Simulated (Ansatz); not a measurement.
Rows from a G0W0 calculation on SnSe2 (P-3m1) (Ansatz 0.2.0; G0W0 on PBE with a share 0.4 of exact exchange, plane waves, PAW; PAW set soft_1; 6×6×4 mesh, 321 empty bands, screening to 150 eV, PAW set soft_1 files), in eV. Spin-orbit coupling is left out.

```csv
row,Σx,Σc,Vxc,Z
A,-10.66,-3.09,-13.29,0.83
B,-17.20,1.39,-16.26,0.80
C,-11.40,-3.61,-14.47,0.82
D,-17.56,1.13,-16.83,0.81
E,-7.11,-3.73,-10.21,0.83
F,-8.58,-3.91,-11.89,0.83
```

Q: Which rows are filled states and which are empty ones, and how can one tell?

Filled: B and D. Empty: A, C, E and F. The sign of Σc tells: for a filled state bare exchange, which holds its interaction with itself, lies below Vxc (Σx − Vxc is -0.7 eV or lower here) and screening gives part back as a positive Σc. For an empty state Σx lies above Vxc (+2.6 eV or more) and the Coulomb hole leaves Σc negative.

[Paths, hosts, dates, memory and timing lines, banners, echoed tables and standing remarks are left out of the program output.]

[Logs are printed without paths, hosts, clocks, repeated set-up lines and the standing remarks that a program may print on its own settings, such as how far it seeks lower states.]

[Runs of the session that timed out or met a known fault of the program may be left out.]

[Cells called generated may have been cut or substituted from an entry of the Crystallography Open Database or the Materials Project.]

[Hosts, paths, dates, database ids (printed as entryN), source tags and the programs' standing remarks are cut or masked in the printed files.]
